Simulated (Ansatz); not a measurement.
# Ba on Ir(111): change of the work function, part 3 of 5

How does Ba on the fcc site change the work function of Ir(111) as the layer fills?

Ansatz 0.2.0; plane-wave DFT, PBEsol, Ansatz PAW.

So far, work function, upper face (eV): step 2 (the clean slab) 5.60; step 3 (37 atoms, coverage 0.111 ML, cell 3x3) 2.09.

## (4) The covered slab, k-mesh 7×7×1, coverage 0.25 ML

System of this step: Ba/Ir(111). The cell holds 17 atoms: 16 Ir and 1 Ba. Cell: a = 5.431 Å, b = 5.431 Å, c = 27.953 Å, α = 90.0°, β = 90.0°, γ = 60.0°. Vacuum lies along c.

Another coverage, to see how the dipoles act on each other as their distance changes.

Contents of input.yaml:

```yaml
crystal:
  lattice:
    - [5.4305800796, 0.0, 0.0]
    - [2.7152900398, 4.7030203062, 0.0]
    - [0.0, 0.0, 27.9531835889]
  atoms:
    - { symbol: Ir, position: [0.0, 0.0, 0.3219669048] }
    - { symbol: Ir, position: [0.1666666667, 0.1666666667, 0.4012789813] }
    - { symbol: Ir, position: [0.3333333333, 0.3333333333, 0.4790991056] }
    - { symbol: Ir, position: [0.0, 0.0, 0.5566378926] }
    - { symbol: Ir, position: [0.0, 0.5, 0.3219669048] }
    - { symbol: Ir, position: [0.1666666667, 0.6666666667, 0.4012789813] }
    - { symbol: Ir, position: [0.3333333333, 0.8333333333, 0.4790991056] }
    - { symbol: Ir, position: [0.0, 0.5, 0.5566378926] }
    - { symbol: Ir, position: [0.5, 0.0, 0.3219669048] }
    - { symbol: Ir, position: [0.6666666667, 0.1666666667, 0.4012789813] }
    - { symbol: Ir, position: [0.8333333333, 0.3333333333, 0.4790991056] }
    - { symbol: Ir, position: [0.5, 0.0, 0.5566378926] }
    - { symbol: Ir, position: [0.5, 0.5, 0.3219669048] }
    - { symbol: Ir, position: [0.6666666667, 0.6666666667, 0.4012789813] }
    - { symbol: Ir, position: [0.8333333333, 0.8333333333, 0.4790991056] }
    - { symbol: Ir, position: [0.5, 0.5, 0.5566378926] }
    - { symbol: Ba, position: [0.1666666667, 0.1666666667, 0.6780330952] }
kpoints:
  mp_grid: { grid: [7, 7, 1] }
hamiltonian:
  xc: pbesol
scf:
  occupations: { method: fermi_dirac, width: 0.1 }
  convergence: { dr2_threshold: 1.0e-08 }
efield:
  axis: 3
  dipole_correction: true
  ramp_position: 0.97
  ramp_width: 0.06
relax:
  f_tol: 0.02
  max_steps: 60
  constraints: [{ sites: [0, 1, 4, 5, 8, 9, 12, 13] }]
output:
  bader: true
  dos: { projected: true, e_range: [-8, 4] }
  write_potential: true
  write_density: true
  volumetric_format: npy
  elf: true
```

Command:

```
$ ansatz run input.yaml --threads 4 --pin off --max-ram 12288MiB --backend cpu --events-out ev --progress --plain --runs-dir out
```

Numbers of over 12 decimals in the logs are rounded to 6 here.

The log of the run:

```text
[...]
Crystal: 17 atoms, lattice volume = 713.928 Å³
Basis set: ecut = 420 eV, 13875 PW (Γ), exchange–correlation on 80×80×384 points (8 copies of the dense FFT grid, shifted against one another)
Bands: 170, of which v1, the nominal top of the filled ones, is band 141 counted from 1 (140 counted from 0)
Symmetry: 6 space group operations
[...]
k-points: 8 of 49 (time reversal used)
[...]
SCF iter   1: F=—  HF=-194640.401530 eV  |F-HF|=—  |Δ(HF+E_count)|=         —  Δρ=9.73e-3  dr2=8.12e0  ethr=1.77e-3  p=0.447 e·Å  D=1.13e-1 V/Å  ΔV_dip=-3.16 eV  dr2_dipole=2.30e0  V_vac-E_F(+/−)=2.15/5.32 eV  ⟨swp⟩=10.0  Hψ=6737  notcnv=0  defer=8
[...]
SCF iter  13: F=-194640.208477 eV  HF=-194640.208477 eV  |F-HF|=5.30e-9  |Δ(HF+E_count)|=   3.29e-9  Δρ=2.24e-7  dr2=8.91e-10  ethr=3.55e-12  p=0.408 e·Å  D=1.03e-1 V/Å  ΔV_dip=-2.89 eV  dr2_dipole=1.86e-10  V_vac-E_F(+/−)=2.75/5.64 eV  ⟨swp⟩=9.8  Hψ=8972  notcnv=0
SCF 1 converged in 13 iterations: F = -194640.208477 eV  dr2 = 8.91e-10
[...]
relax step   1: F+E_penalty+E_count = -194640.20847705 eV  Δ(F+E_penalty+E_count) = +0.000e0 eV  max|allowed force component| = 1.676e0 eV/Å  Δτ_max = 0.0000 Å  (13 SCF iters, accepted)
[...]
SCF iter  12: F=-194640.597252 eV  HF=-194640.597252 eV  |F-HF|=1.14e-9  |Δ(HF+E_count)|=   3.00e-9  Δρ=4.46e-7  dr2=4.01e-9  ethr=1.65e-12  p=0.419 e·Å  D=1.06e-1 V/Å  ΔV_dip=-2.97 eV  dr2_dipole=1.54e-12  V_vac-E_F(+/−)=2.67/5.64 eV  ⟨swp⟩=15.8  Hψ=10857  notcnv=0
SCF 2 converged in 12 iterations: F = -194640.597252 eV  dr2 = 4.01e-9
[...]
relax step   2: F+E_penalty+E_count = -194640.59725165 eV  Δ(F+E_penalty+E_count) = -3.888e-1 eV  max|allowed force component| = 1.700e0 eV/Å  Δτ_max = 0.1984 Å  (12 SCF iters, accepted)
[...]
SCF iter  12: F=-194640.932046 eV  HF=-194640.932045 eV  |F-HF|=6.34e-9  |Δ(HF+E_count)|=   2.26e-8  Δρ=5.88e-7  dr2=7.25e-9  ethr=3.55e-12  p=0.439 e·Å  D=1.11e-1 V/Å  ΔV_dip=-3.11 eV  dr2_dipole=8.85e-12  V_vac-E_F(+/−)=2.52/5.64 eV  ⟨swp⟩=13.1  Hψ=11767  notcnv=0
SCF 3 converged in 12 iterations: F = -194640.932046 eV  dr2 = 7.25e-9
relax step   3: F+E_penalty+E_count = -194640.93204550 eV  Δ(F+E_penalty+E_count) = -3.348e-1 eV  max|allowed force component| = 1.514e0 eV/Å  Δτ_max = 0.1923 Å  (12 SCF iters, accepted)
[...]
relax step   4: F+E_penalty+E_count = -194641.18910890 eV  Δ(F+E_penalty+E_count) = -2.571e-1 eV  max|allowed force component| = 9.950e-1 eV/Å  Δτ_max = 0.1949 Å  (12 SCF iters, accepted)
[...]
relax step   5: F+E_penalty+E_count = -194641.30370121 eV  Δ(F+E_penalty+E_count) = -1.146e-1 eV  max|allowed force component| = 4.149e-1 eV/Å  Δτ_max = 0.1800 Å  (11 SCF iters, accepted)
[...]
relax step   6: F+E_penalty+E_count = -194641.32144499 eV  Δ(F+E_penalty+E_count) = -1.774e-2 eV  max|allowed force component| = 5.925e-2 eV/Å  Δτ_max = 0.0698 Å  (12 SCF iters, accepted)
SCF iter   1: F=—  HF=-194641.320642 eV  |F-HF|=—  |Δ(HF+E_count)|=         —  Δρ=2.64e-4  dr2=4.99e-3  ethr=3.36e-5  p=0.525 e·Å  D=1.33e-1 V/Å  ΔV_dip=-3.72 eV  dr2_dipole=1.20e-3  V_vac-E_F(+/−)=1.91/5.63 eV  ⟨swp⟩=2.0  Hψ=2054  notcnv=0  defer=23
[...]
SCF iter   8: F=-194641.321839 eV  HF=-194641.321839 eV  |F-HF|=1.04e-8  |Δ(HF+E_count)|=   2.64e-8  Δρ=5.80e-7  dr2=9.10e-9  ethr=3.55e-12  p=0.523 e·Å  D=1.33e-1 V/Å  ΔV_dip=-3.71 eV  dr2_dipole=4.75e-10  V_vac-E_F(+/−)=1.92/5.63 eV  ⟨swp⟩=14.8  Hψ=11524  notcnv=0
SCF 7 converged in 8 iterations: F = -194641.321839 eV  dr2 = 9.10e-9
relax step   7: F+E_penalty+E_count = -194641.32183942 eV  Δ(F+E_penalty+E_count) = -3.944e-4 eV  max|allowed force component| = 6.356e-3 eV/Å  Δτ_max = 0.0086 Å  (8 SCF iters, accepted)
[...]
SCF converged after 8 iterations
Free energy (F): -194641.321839 eV
[...]
Internal energy: -194640.702535 eV  (E = F + TS)
E sigma→0 (E₀):  -194641.012187 eV
Entropy (-TS):   -0.619305 eV (-36.430 meV/atom)
Fermi energy:    6.373346 eV
Dipole field:    D = 0.132529 V/Å  (p = 0.522883 e·Å, saw-weighted, corrected)
Work function:   Φ+ = 1.9225 eV   Φ− = 5.6271 eV
[...]
--- Forces (eV/Å), atoms counted from 1 ---
  atom   1  Ir     0.02695912     0.01556485     0.53770344
  atom   2  Ir    -0.00000000    -0.00000000    -0.40318372
  atom   3  Ir    -0.00175157    -0.00101127     0.00124244
  atom   4  Ir    -0.00154853    -0.00089404    -0.00145137
  atom   5  Ir     0.00000000    -0.03112971     0.53770344
  atom   6  Ir     0.10103064    -0.05833007    -0.60329593
  atom   7  Ir    -0.00000000     0.00202254     0.00124244
  atom   8  Ir     0.00000000     0.00178809    -0.00145137
  atom   9  Ir    -0.02695912     0.01556485     0.53770344
  atom  10  Ir    -0.00000000     0.11666014    -0.60329593
  atom  11  Ir     0.00175157    -0.00101127     0.00124244
  atom  12  Ir     0.00154853    -0.00089404    -0.00145137
  atom  13  Ir     0.00000000    -0.00000000     0.59874823
  atom  14  Ir    -0.10103064    -0.05833007    -0.60329593
  atom  15  Ir     0.00000000     0.00000000    -0.00635555
  atom  16  Ir     0.00000000    -0.00000000     0.00449142
  atom  17  Ba    -0.00000000    -0.00000000     0.00367709
  max |Σ_I F_I| component: 2.68e-5 eV/Å
--- Band table (eV; the first three rows and the last of 8) ---
  k-point 0: bands = [... 137 lower, 6.9786, 6.9786, 7.0440, 7.1339, 7.1339, 7.2635, 7.2635, 7.3241, ... 25 higher]
  k-point 1: bands = [... 137 lower, 6.6274, 6.7706, 6.8228, 6.8734, 6.9193, 7.0271, 7.0393, 7.0693, ... 25 higher]
  k-point 2: bands = [... 137 lower, 6.0687, 6.0921, 6.1853, 6.3526, 6.4208, 6.5020, 6.5788, 6.5826, ... 25 higher]
  k-point 7: bands = [... 137 lower, 5.8590, 6.0344, 6.0629, 6.1022, 6.1629, 6.3717, 6.3823, 6.5599, ... 25 higher]
--- Relaxed structure (7 steps of the walk, 7 accepted, 0 SCFs on fresh bases) ---
  F+E_penalty+E_count = -194641.32183942 eV   max|allowed force component| = 6.356e-3 eV/Å
  atoms:
    - { symbol: Ir, position: [-1.7959490104491818e-17, -1.7959490104491818e-17, 0.321967] }
    - { symbol: Ir, position: [0.166667, 0.166667, 0.401279] }
    - { symbol: Ir, position: [0.333479, 0.333479, 0.479799] }
    - { symbol: Ir, position: [-0.00296811, -0.00296811, 0.557406] }
    - { symbol: Ir, position: [-2.7755575615628914e-17, 0.500000, 0.321967] }
    - { symbol: Ir, position: [0.166667, 0.666667, 0.401279] }
    - { symbol: Ir, position: [0.333479, 0.833041, 0.479799] }
    - { symbol: Ir, position: [-0.00296811, 0.505936, 0.557406] }
    - { symbol: Ir, position: [0.500000, -1.7959490104491818e-17, 0.321967] }
    - { symbol: Ir, position: [0.666667, 0.166667, 0.401279] }
    - { symbol: Ir, position: [0.833041, 0.333479, 0.479799] }
    - { symbol: Ir, position: [0.505936, -0.00296811, 0.557406] }
    - { symbol: Ir, position: [0.500000, 0.500000, 0.321967] }
    - { symbol: Ir, position: [0.666667, 0.666667, 0.401279] }
    - { symbol: Ir, position: [0.833333, 0.833333, 0.477523] }
    - { symbol: Ir, position: [0.500000, 0.500000, 0.559120] }
    - { symbol: Ba, position: [0.166667, 0.166667, 0.648453] }
--- Bader charges: 17 sites ---
  site symbol  charge [e]  shift [e]
     0     Ir     -0.0635     0.0000
     1     Ir      0.0628     0.0000
     2     Ir      0.0483     0.0000
     3     Ir     -0.3006     0.0000
     4     Ir     -0.0636     0.0000
     5     Ir      0.0660     0.0000
     6     Ir      0.0483     0.0000
     7     Ir     -0.3006     0.0000
     8     Ir     -0.0635     0.0000
     9     Ir      0.0660     0.0000
    10     Ir      0.0482     0.0000
    11     Ir     -0.3006     0.0000
    12     Ir     -0.0674     0.0000
    13     Ir      0.0661     0.0000
    14     Ir      0.0521     0.0000
    15     Ir     -0.2693     0.0000
    16     Ba      0.9713     0.0000
  estimated error of the sums over rays = 5.1e-4 e
```

Run time: 5.3 min. Hardware: 4 threads of Arm Neoverse V2, shared host; peak memory 2.9 GiB.

Relaxation path:

```
step  energy less that of the first step (eV)  largest force component (eV/Å)
   1                                   0.0000                          1.6763
   2                                  -0.3888                          1.6997
   3                                  -0.7236                          1.5140
   4                                  -0.9806                          0.9950
   5                                  -1.0952                          0.4149
   6                                  -1.1130                          0.0593
   7                                  -1.1134                          0.0064
```

The run keeps the 6 symmetry operations that it works with, so distortions that break them were not tested.

The atoms that moved most (Å):

```
atom      dx      dy      dz  length
Ba17   0.000   0.000  -0.827   0.827
Ir16   0.000   0.000   0.069   0.069
Ir15   0.000   0.000  -0.044   0.044
 Ir4  -0.024  -0.014   0.021   0.035
 Ir8   0.000   0.028   0.021   0.035
Ir12   0.024  -0.014   0.021   0.035
 Ir3   0.001   0.001   0.020   0.020
Ir11  -0.001   0.001   0.020   0.020
```

This step gave:

| Quantity | Value |
| --- | --- |
| energy at zero smearing | -194641.0122 eV |
| work function, upper face | 1.923 eV |
| work function, lower face | 5.627 eV |
| dipole along the normal | 0.5229 e·Å |
| step between the vacuum levels | -3.705 eV |

Running mean over 2.217 Å of the planar mean; the ramp of the sawtooth is left out. The electron's electrostatic potential energy less the Fermi level by z:

```
z (Å)  electron's electrostatic potential energy less the Fermi level (eV)
    4                                                                 5.63
    5                                                                 5.62
    6                                                                 5.55
    7                                                                 4.42
    8                                                                -5.38
    9                                                                -12.6
   10                                                                -13.2
   11                                                                -13.4
   12                                                                -13.9
   13                                                                -13.7
   14                                                                -13.5
   15                                                                -13.3
   16                                                                -11.8
   17                                                                -3.82
   18                                                                -2.35
   19                                                                -1.75
   20                                                                0.796
   21                                                                 1.66
   22                                                                 1.86
   23                                                                 1.91
   24                                                                 1.92
```

The density of states has structure finer than the step of the table below, so its rows give means over 0.25 eV, whole bins alone (the curve runs from -8 to 1.98 eV). Peaks (eV: height): -3.970: 56.0, -3.700: 36.7, -3.370: 50.6, -3.070: 42.3, -2.140: 40.3, -1.290: 37.2, 0.540: 40.6.

Density of states against energy, zero at the Fermi level; means over each step:

```
energy (eV)  density of states (states/eV a cell)
      -7.75                                  8.55
      -7.50                                  9.27
      -7.25                                  11.6
      -7.00                                  13.2
      -6.75                                  15.6
      -6.50                                  19.0
      -6.25                                  17.9
      -6.00                                  15.7
      -5.75                                  10.4
      -5.50                                  15.5
      -5.25                                  17.1
      -5.00                                  16.9
      -4.75                                  16.3
      -4.50                                  11.5
      -4.25                                  18.2
      -4.00                                  25.0
      -3.75                                  25.2
      -3.50                                  30.4
      -3.25                                  25.1
      -3.00                                  29.9
      -2.75                                  19.3
      -2.50                                  13.4
      -2.25                                  15.5
      -2.00                                  27.5
      -1.75                                  17.1
      -1.50                                  12.0
      -1.25                                  25.8
      -1.00                                  21.8
      -0.75                                  21.7
      -0.50                                  17.1
      -0.25                                  16.9
       0.00                                  20.4
       0.25                                  19.8
       0.50                                  24.6
       0.75                                  24.7
       1.00                                  18.6
       1.25                                  15.3
       1.50                                  10.5
       1.75                                  7.94
```

Projected DOS per atom over height of the atomic layer and energy from the Fermi level. Layers: Ir4 Ir4 Ir4 Ir4 Ba from below.

Ten even steps from '0' (0.01 states/eV) to '9' (2.07 states/eV), each cell a mean:
```
11120
23331
57741
65553
65441
53360
84570
53450
65462
53351
94480
76690
87780
56650
34430
45540
44440
45430
46640
26620
14510
02210
```
Columns: height of the atomic layer (Å) from 9 to 18.1 (not evenly spaced); rows upwards: energy from the Fermi level (eV) from -7.96 to 1.95.

Electrostatic potential energy in the ca plane at fractional y = 0.167, with atoms of Ir and Ba within 0.2 Å of it. With pseudopotentials it is smooth inside the atoms' cores, unlike the true potential.

Ten even steps from '0' (-45 eV) to '9' (10 eV), each cell a mean:
```
34689888898633688644689987788999999999999999
34789888898644688644699999999999999999999999
77898522588866899877899999999999999999999999
88986000168988999999999999999999999999999999
99985000058999999999999999999999999999999999
88986100168988999988999999999999999999999999
66888633688866899766899999999999999999999999
34689888898633688644689999899999999999999999
34789888898644688644789887778999999999999999
77898522588866899877899743347899999999999999
88986000168988999999998521125899999999999999
99985000058999999999998421014799999999999999
88986100168988999988998521125899999999999999
66888633688866899866899753357899999999999999
```
Columns run along c (16.0 Å, from fractional 0.32 to 0.89 of the cell; values clipped at the 3rd and 97th percentile), rows up along a (5.4 Å). Atoms in or near the plane, at fractional coordinates: Ir at (0.40, 0.17), Ir at (0.40, 0.67), Ba at (0.65, 0.17).

Valence density in the ca plane at fractional y = 0.167, with atoms of Ir and Ba within 0.2 Å of it. It is the smooth field of the valence electrons, not physical close to the nuclei.

Ten steps, logarithmic in the rise over the least value, from '0' (0.0 e/Å³) to '9' (8.8 e/Å³), each cell a mean:
```
66533344333566544566532223321000000000000000
66533344333566544566532111110000000000000000
54434577543455433444421100000000000000000000
33335899853333322333321100000000000000000000
33336999853333222233321100000000000000000000
33335899753333322333321100000000000000000000
55433566543455433455432100000000000000000000
66533344333566544566532111110000000000000000
66533344333566544566532233432100000000000000
54434577543455433444432355553200000000000000
33335899853333322333323555555310000000000000
33336899853333222233323554355310000000000000
33335899753333322333323455554210000000000000
55433566543455433455432355553100000000000000
```
Columns run along c (16.0 Å, from fractional 0.32 to 0.89 of the cell), rows up along a (5.4 Å). Atoms in or near the plane, at fractional coordinates: Ir at (0.40, 0.17), Ir at (0.40, 0.67), Ba at (0.65, 0.17).

ELF in the ca plane at fractional y = 0.167, with atoms of Ir and Ba within 0.2 Å of it. It is the smooth field of the valence electrons, not physical close to the nuclei.

Ten even steps from '0' (0.00) to '9' (0.87), each cell a mean:
```
55333333333454333344432247875210011000000000
44333333333454333344333211221000010000000000
33333455433333333333333210000000110000000000
33333777633333222233333221000001110000000000
33334755743333212234433221000001110000000000
33333677633333222233333211000000110000000000
33333355333333333333333210000000010000000000
55333333333454333345433112221100011000000000
44333333333454333344332258885310011000000000
33333455433333333333332599998521001000000000
33333777633333222233322783389731101000000000
33334755733333211234423860069841101000000000
33333677633333222233322784489731001000000000
33333355333333333333332489998521001000000000
```
Columns run along c (16.0 Å, from fractional 0.32 to 0.89 of the cell), rows up along a (5.4 Å). Atoms in or near the plane, at fractional coordinates: Ir at (0.40, 0.17), Ir at (0.40, 0.67), Ba at (0.65, 0.17).

The relaxation took 7 steps and lowered the energy by 1.1 eV; the largest force on the free atoms ends at 0.0064 eV/Å.

By hand: a sheet of dipoles makes a step −p/(ε₀A) in the electron's potential. With e/ε₀ = 180.95 V·Å, p = 0.5229 e·Å and A = 25.54 Å², that is −180.95 × (0.5229) / 25.54 = -3.705 eV, and the two vacuum levels of the run differ by -3.705 eV.

The covered face has 1.92 eV, -3.68 eV against the clean one; the bare back face has moved by -0.00 eV, a measure of how thin the slab is.

## (5) Work function against coverage

This step: plane-wave DFT, PBEsol, Ansatz PAW; work function against coverage (Ansatz 0.2.0).

The runs are now put side by side.

Numbers from this step:

| Item | Value |
| --- | --- |
| work function of the clean face | 5.599 eV |
| largest change of the work function | -3.677 eV |

Work function of the covered face against coverage:

```
coverage (adsorbates/nm²)  work function of the covered face (eV)
                     0.00                                    5.60
                     1.74                                    2.09
                     3.92                                    1.92
```

The dipole per adsorbate comes from the change of the cell's dipole. Coverage, by row:

```
coverage (1/nm²)  coverage (ML)  work function (eV)  change (eV)  dipole per adsorbate, positive end outwards (debye)  mean height of the added atoms over the highest substrate atom (Å)
            1.74         0.1111               2.087       -3.513                                                5.351                                                               2.562
           3.915           0.25               1.923       -3.677                                                2.491                                                               2.497
```

(Continued in part 4 of 5.)

[Logs are printed without paths, hosts, clocks, repeated set-up lines and the standing remarks that a program may print on its own settings, such as how far it seeks lower states.]

[Hosts, paths, dates, database ids (printed as entryN), source tags and the programs' standing remarks are cut or masked in the printed files.]

[Maps of the electrostatic potential energy from Ansatz leave out the sawtooth potential of an applied field or a dipole correction, so their vacuum need not be flat; planar profiles and work functions include it.]
